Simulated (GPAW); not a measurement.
# STM contrast on C/Pt(111)

Aim: Tersoff-Hamann images of C/Pt(111) at several biases.

Main program and level: GPAW 26.7.0; GPAW, PAW setups; slab in vacuum, relaxation, in the first sound run; inputs show where later runs differ.

## Step 1: Starting point

The cell holds 5 atoms: 4 Pt and 1 C. Cell: a = 2.772 Å, b = 2.772 Å, c = 26.180 Å, α = 90.0°, β = 90.0°, γ = 60.0°. Vacuum lies along c.

## Step 2: Relaxation

Forces are removed first; all later runs use this geometry. The lowest 2 atoms are held at bulk positions and keep their forces.

run.py reads:

```python
import json
import numpy as np
from ase import Atoms
from ase.constraints import FixAtoms
from ase.optimize import BFGS
from gpaw import GPAW, PW

slab = Atoms(
    ['Pt', 'Pt', 'Pt', 'Pt', 'C'],
    positions=[
        [0.00000, 0.00000, 9.00000],
        [1.38593, 0.80017, 11.26321],
        [2.77186, 1.60033, 13.52643],
        [0.00000, 0.00000, 15.78964],
        [1.38593, 0.80017, 17.18008]],
    cell=[[2.77186, 0.0, 0.0], [1.38593, 2.4005, 0.0], [0.0, 0.0, 26.18008]],
    pbc=[True, True, False])

slab.calc = GPAW(mode=PW(500), xc='PBE', kpts={'size': (13, 13, 1), 'gamma': True},
                 occupations={'name': 'fermi-dirac', 'width': 0.1}, nbands='160%',
                 convergence={'density': 1e-05}, maxiter=200,
                 poissonsolver={'dipolelayer': 'xy'},
                 symmetry={'tolerance': 1e-3, 'extra_ids': [1, 1, 0, 0, 0]}, txt='slab.txt')
result = {}
slab.set_constraint(FixAtoms([0, 1]))
path = []
opt = BFGS(slab, maxstep=0.2)
opt.attach(lambda: path.append((slab.get_potential_energy(), slab.positions.tolist(), slab.get_forces().tolist())))
result['relaxed'] = bool(opt.run(fmax=0.03, steps=40))
result['path'] = path
energy = slab.get_potential_energy()
fermi = slab.calc.get_fermi_level()
v = slab.calc.get_electrostatic_potential().mean((0, 1)) - fermi
n = slab.calc.get_pseudo_density().mean((0, 1))
L = slab.cell[2, 2]
z = np.arange(len(v)) * L / len(v)
low, high = slab.positions[:, 2].min(), slab.positions[:, 2].max()
below, above = np.interp([low - 6.8, high + 6.8], z, v)
slopes = [np.interp(x, z, np.gradient(v, z)) for x in (low - 6.8, high + 6.8)]
eps = np.array([[slab.calc.get_eigenvalues(k, s) for k in range(len(slab.calc.get_ibz_k_points()))]
                for s in range(slab.calc.get_number_of_spins())]) - fermi
top, bottom = eps[eps < 0].max(), eps[eps > 0].min()
dipole = slab.get_dipole_moment()[2]
print(f'energy {energy:.4f} eV, Fermi level {fermi:.4f} eV, dipole {dipole:.5f} e A')
print(f'potential 6.8 A off the faces, from the Fermi level: lower {below:.4f} eV, upper {above:.4f} eV')
print(f'slope of the potential there: lower {slopes[0]:.5f}, upper {slopes[1]:.5f} eV/A')
print(f'nearest levels on the mesh: {top:.4f} and {bottom:.4f} eV')
print('magnetic moment', round(slab.get_magnetic_moment(), 3))
result.update(energy=energy, fermi=fermi, dipole=dipole, below=below, above=above, slopes=slopes, edges=[top, bottom],
              z=z.tolist(), v=v.tolist(), n=n.tolist(), positions=slab.positions.tolist(),
              forces=slab.get_forces(apply_constraint=False).tolist(), moments=slab.get_magnetic_moments().tolist())
json.dump(result, open('result.json', 'w'))
```

Command:

```console
> OMP_NUM_THREADS=1 OPENBLAS_NUM_THREADS=1 python run.py
```

What it wrote:

```text
Step          Energy          fmax
BFGS:    0      -30.629471        2.362150
BFGS:    1      -30.720487        1.885773
BFGS:    2      -30.893255        0.735748
BFGS:    3      -30.899741        0.600867
BFGS:    4      -30.917794        0.227559
BFGS:    5      -30.918638        0.199603
BFGS:    6      -30.924990        0.269226
BFGS:    7      -30.930687        0.270160
BFGS:    8      -30.934988        0.151825
BFGS:    9      -30.935818        0.038947
BFGS:   10      -30.935989        0.006897
energy -30.8276 eV, Fermi level 0.9420 eV, dipole -0.01782 e A
potential 6.8 A off the faces, from the Fermi level: lower 5.7001 eV, upper 6.1872 eV
slope of the potential there: lower 0.00007, upper 0.00007 eV/A
nearest levels on the mesh: -0.0049 and 0.0185 eV
magnetic moment 0.0
```

Run time: 31 min. Hardware: 1 thread of Arm Neoverse V1, shared host; peak memory 0.29 GiB.

Step by step:

| step | energy less that of the first step (eV) | largest force (eV/Å) |
| --- | --- | --- |
| 1 | 0.0000 | 2.3622 |
| 2 | -0.0886 | 1.8858 |
| 3 | -0.2757 | 0.7357 |
| 4 | -0.2820 | 0.6009 |
| 5 | -0.3036 | 0.2276 |
| 6 | -0.3043 | 0.1996 |
| 7 | -0.3096 | 0.2692 |
| 8 | -0.3146 | 0.2702 |
| 9 | -0.3186 | 0.1518 |
| 10 | -0.3197 | 0.0389 |
| 11 | -0.3201 | 0.0069 |

The atoms that moved most (Å):

| atom | dx | dy | dz | length |
| --- | --- | --- | --- | --- |
| Pt4 | 0.000 | 0.000 | 0.291 | 0.291 |
| Pt3 | 0.000 | 0.000 | 0.090 | 0.090 |
| C5 | 0.000 | 0.000 | 0.049 | 0.049 |

Final coordinates:

```xyz
5
Lattice="2.7719 0.0000 0.0000 1.3859 2.4005 0.0000 0.0000 0.0000 26.1801" Properties=species:S:1:pos:R:3
Pt    0.0000    0.0000    9.0000
Pt    1.3859    0.8002   11.2632
Pt    2.7719    1.6003   13.6161
Pt    0.0000    0.0000   16.0803
C     1.3859    0.8002   17.2292
```

This step gave:

```
dipole along the normal                    : -0.01782 e·Å
levels nearest the Fermi level on the mesh : -0.004867, 0.01847 eV from the Fermi level
upper work function                        : 6.187 eV
lower work function                        : 5.700 eV
```

Electrostatic potential energy of an electron (without an applied field's), less the Fermi level, planar mean against z:

| z (Å) | electrostatic potential energy of an electron (without an applied field's), less the Fermi level, planar mean (eV) |
| --- | --- |
| 0.0 | 5.94 |
| 0.5 | 5.70 |
| 1.0 | 5.70 |
| 1.5 | 5.70 |
| 2.0 | 5.70 |
| 2.5 | 5.70 |
| 3.0 | 5.70 |
| 3.5 | 5.70 |
| 4.0 | 5.70 |
| 4.5 | 5.70 |
| 5.0 | 5.70 |
| 5.5 | 5.70 |
| 6.0 | 5.68 |
| 6.5 | 5.64 |
| 7.0 | 5.43 |
| 7.5 | 4.60 |
| 8.0 | 1.01 |
| 8.5 | -12.2 |
| 9.0 | -26.8 |
| 9.5 | -12.6 |
| 10.0 | -0.667 |
| 10.5 | -4.51 |
| 11.0 | -22.0 |
| 11.5 | -22.9 |
| 12.0 | -5.02 |
| 12.5 | 0.230 |
| 13.0 | -8.43 |
| 13.5 | -25.8 |
| 14.0 | -17.3 |
| 14.5 | -1.76 |
| 15.0 | -0.124 |
| 15.5 | -11.1 |
| 16.0 | -28.1 |
| 16.5 | -19.0 |
| 17.0 | -12.9 |
| 17.5 | -6.70 |
| 18.0 | 3.44 |
| 18.5 | 5.67 |
| 19.0 | 6.09 |
| 19.5 | 6.17 |
| 20.0 | 6.18 |
| 20.5 | 6.19 |
| 21.0 | 6.19 |
| 21.5 | 6.19 |
| 22.0 | 6.19 |
| 22.5 | 6.19 |
| 23.0 | 6.19 |
| 23.5 | 6.19 |
| 24.0 | 6.19 |
| 24.5 | 6.19 |
| 25.0 | 6.19 |
| 25.5 | 6.19 |
| 26.0 | 6.07 |

The pseudo valence density, planar mean oscillates, so the rows of the table below give means over windows of 2.43 Å about each position, cut where the curve ends. Its maxima inside the range that stand out by 2 % of the span (Å: e/Å³): 9.0: 2.39, 11.2: 2.39, 13.7: 2.39, 16.1: 2.45. Its minima: 10.1: 0.323, 12.5: 0.288, 14.8: 0.254.

Pseudo valence density, planar mean against z; means over each step:

| z (Å) | pseudo valence density, planar mean (e/Å³) |
| --- | --- |
| 3.65 | 4.2e-6 |
| 6.08 | 0.00400 |
| 8.51 | 0.918 |
| 10.94 | 1.02 |
| 13.37 | 1.000 |
| 15.80 | 1.06 |
| 18.23 | 0.205 |
| 20.66 | 1.8e-4 |

The relaxation lowered the energy of the cell by 0.320 eV (energies extrapolated to zero smearing; the optimiser's log prints free energies). The largest force left on a free atom is 0.0069 eV/Å.

## Step 3: The slab's potential

With the geometry fixed, the planar mean of the potential gives the vacuum level on each side.

This step: GPAW, PAW setups; slab in vacuum (GPAW 26.7.0).

run.py: that of step 2 with these lines changed.

```diff
@@ -3,4 +3,3 @@
 from ase import Atoms
-from ase.constraints import FixAtoms
-from ase.optimize import BFGS
+from ase.dft.stm import STM
 from gpaw import GPAW, PW
@@ -12,5 +11,5 @@
         [1.38593, 0.80017, 11.26321],
-        [2.77186, 1.60033, 13.52643],
-        [0.00000, 0.00000, 15.78964],
-        [1.38593, 0.80017, 17.18008]],
+        [2.77186, 1.60033, 13.61605],
+        [0.00000, 0.00000, 16.08033],
+        [1.38593, 0.80017, 17.22920]],
     cell=[[2.77186, 0.0, 0.0], [1.38593, 2.4005, 0.0], [0.0, 0.0, 26.18008]],
@@ -22,10 +21,4 @@
                  poissonsolver={'dipolelayer': 'xy'},
-                 symmetry={'tolerance': 1e-3, 'extra_ids': [1, 1, 0, 0, 0]}, txt='slab.txt')
+                 symmetry={'tolerance': 1e-3}, txt='slab.txt')
 result = {}
-slab.set_constraint(FixAtoms([0, 1]))
-path = []
-opt = BFGS(slab, maxstep=0.2)
-opt.attach(lambda: path.append((slab.get_potential_energy(), slab.positions.tolist(), slab.get_forces().tolist())))
-result['relaxed'] = bool(opt.run(fmax=0.03, steps=40))
-result['path'] = path
 energy = slab.get_potential_energy()
@@ -51,2 +44,16 @@
               forces=slab.get_forces(apply_constraint=False).tolist(), moments=slab.get_magnetic_moments().tolist())
+
+# Images need the states of the whole zone, up to time reversal
+slab.calc = slab.calc.fixed_density(symmetry={'point_group': False}, txt='states.txt', nbands='250%',
+                                    convergence={'bands': 'CBM+1.8'})
+stm = STM(slab)
+result['stm'] = []
+for bias in [-2.0, -1.0, 1.5]:
+    height = high + 4.0
+    current = stm.get_averaged_current(bias, height)
+    x, y, h = stm.scan(bias, current)
+    i, f = divmod(height / L * stm.ldos.shape[2], 1)
+    I = abs((1 - f) * stm.ldos[:, :, int(i)] + f * stm.ldos[:, :, int(i) + 1])
+    print(f'bias {bias} V: mean current at 4.0 A {current:.4e}, corrugation {np.ptp(h):.4f} A')
+    result['stm'].append(dict(bias=bias, current=current, h=(h - high).tolist(), I=I.tolist()))
 json.dump(result, open('result.json', 'w'))
```

What it wrote:

```text
energy -30.8276 eV, Fermi level 0.9420 eV, dipole -0.01776 e A
potential 6.8 A off the faces, from the Fermi level: lower 5.7006 eV, upper 6.1873 eV
slope of the potential there: lower 0.00006, upper 0.00008 eV/A
nearest levels on the mesh: -0.0048 and 0.0186 eV
magnetic moment 0.0
bias -2.0 V: mean current at 4.0 A 1.7246e-06, corrugation 0.1148 A
bias -1.0 V: mean current at 4.0 A 1.5179e-06, corrugation 0.1090 A
bias 1.5 V: mean current at 4.0 A 9.7637e-06, corrugation 0.0372 A
```

The job ended after 11 min (1 thread; peak memory 0.93 GiB).

Numbers from this step:

```
dipole along the normal                    : -0.01776 e·Å
levels nearest the Fermi level on the mesh : -0.004815, 0.01864 eV from the Fermi level
lower work function                        : 5.701 eV
corrugation -2                             : 0.1148 Å
corrugation -1                             : 0.1090 Å
corrugation 1.5                            : 0.03721 Å
```

The electrostatic potential energy of an electron (without an applied field's), less the Fermi level, planar mean oscillates, so the rows of the table below give means over windows of 2.34 Å about each position, cut where the curve ends. Its maxima inside the range that stand out by 2 % of the span (Å: eV): 10.1: -0.228, 12.4: 0.361, 14.8: 0.642, 16.8: -12.0. Its minima: 9.0: -26.9, 11.2: -27.0, 13.7: -27.0, 16.1: -28.8, 17.2: -14.5.

The electrostatic potential energy of an electron (without an applied field's), less the Fermi level, planar mean by z; means over each step:

| z (Å) | electrostatic potential energy of an electron (without an applied field's), less the Fermi level, planar mean (eV) |
| --- | --- |
| 1.17 | 5.72 |
| 3.51 | 5.70 |
| 5.85 | 5.66 |
| 8.19 | -7.39 |
| 10.53 | -12.1 |
| 12.87 | -11.3 |
| 15.21 | -11.2 |
| 17.55 | -5.21 |
| 19.89 | 6.15 |
| 22.23 | 6.19 |
| 24.57 | 6.19 |

Pseudo valence density, planar mean against z:

z (Å), pseudo valence density, planar mean (e/Å³) and a bar:
```
      5.5       0.00 
      6.0       0.00 
      6.5       0.00 
      7.0       0.01 
      7.5       0.05 #
      8.0       0.23 ###
      8.5       0.96 ############
      9.0       2.36 ##############################
      9.5       0.96 ############
     10.0       0.35 #####
     10.5       0.49 ######
     11.0       1.77 #######################
     11.5       1.85 ########################
     12.0       0.51 ######
     12.5       0.29 ####
     13.0       0.70 #########
     13.5       2.21 ############################
     14.0       1.31 #################
     14.5       0.38 #####
     15.0       0.27 ###
     15.5       0.72 #########
     16.0       2.28 #############################
     16.5       1.35 #################
     17.0       0.72 #########
     17.5       0.48 ######
     18.0       0.16 ##
     18.5       0.03 
     19.0       0.01 
     19.5       0.00 
     20.0       0.00
```

Tip height over the top atom over a1 and a2. Sample bias -2 V, constant current at the mean current 4.0 Å over the top atom.

Ten even steps from '_' (3.95 Å) to '@' (4.06 Å):
```
________..::----==----::..____
________....::::::::::::....__
..............::::::::::......
::--::--::::::::::::::::::::::
====++++====--::::::::::::::--
++****##****++--::::::::::::--
++**%%%%%%%%**++==::::::::::==
++##%%@@@@@@%%##++--::::::::--
++**%%@@@@@@@@%%**++--::..::--
==**%%@@@@@@@@@@%%**==::....::
::==**%%@@@@@@@@%%**==::......
..--++##%%@@@@@@%%##++--..____
__..::++**%%%%%%%%**++::..____
____..--==****##****==--..____
______..::==++++++++==::..____
```
Columns: a1 from 0 to 0.933; rows upwards: a2 from 0 to 0.933.

Local density of states summed over the bias window over a1 and a2. Sample bias -2 V, constant height 4.0 Å over the top atom.

Ten even steps from '_' (1.50 × 1e-6 arbitrary) to '@' (2.14 × 1e-6 arbitrary):
```
________..::::------::::..____
________......::::::::......__
..............................
::::::::::::................::
----====----::::....::....::::
==++++**++++==--::........::--
==++########++==--::......::--
==**##@@@@@@##**==--::....::--
==++##@@@@@@@@##++==::......::
--++##@@@@@@@@@@##++--::....::
::--++##@@@@@@@@##++--::......
..::==**##@@@@@@##**==::..____
__..::==++########++==::..____
____..::--++++**++++--::..____
______..::--========--::..____
```
Columns: a1 from 0 to 0.933; rows upwards: a2 from 0 to 0.933.

Tip height over the top atom over a1 and a2. Sample bias -1 V, constant current at the mean current 4.0 Å over the top atom.

Ten even steps from '_' (3.95 Å) to '@' (4.06 Å):
```
________..::--======--::..____
________....::::::::::::....__
............::::::::::::::....
----------::::::::::::::::::::
====++++====--::::::--::::::--
++**********++==::::::::::::==
++**##%%%%##**++==::::::::::==
++##%%@@@@@@%%##++==::::::::==
++**%%@@@@@@@@%%**++--::::::--
==**##@@@@@@@@@@##**==::....::
--==**%%@@@@@@@@%%**==--......
..--++**%%@@@@@@%%**++--..____
__..--++**##%%%%##**++--..____
____..--==****##****==--..____
______..--==++++++++==--..____
```
Columns: a1 from 0 to 0.933; rows upwards: a2 from 0 to 0.933.

(Continued in part 2 of 2.)

[Logs are printed without paths, hosts, clocks, repeated set-up lines and the standing remarks that a program may print on its own settings, such as how far it seeks lower states.]

[Hosts, paths, dates, database ids (printed as entryN), source tags and the programs' standing remarks are cut or masked in the printed files.]
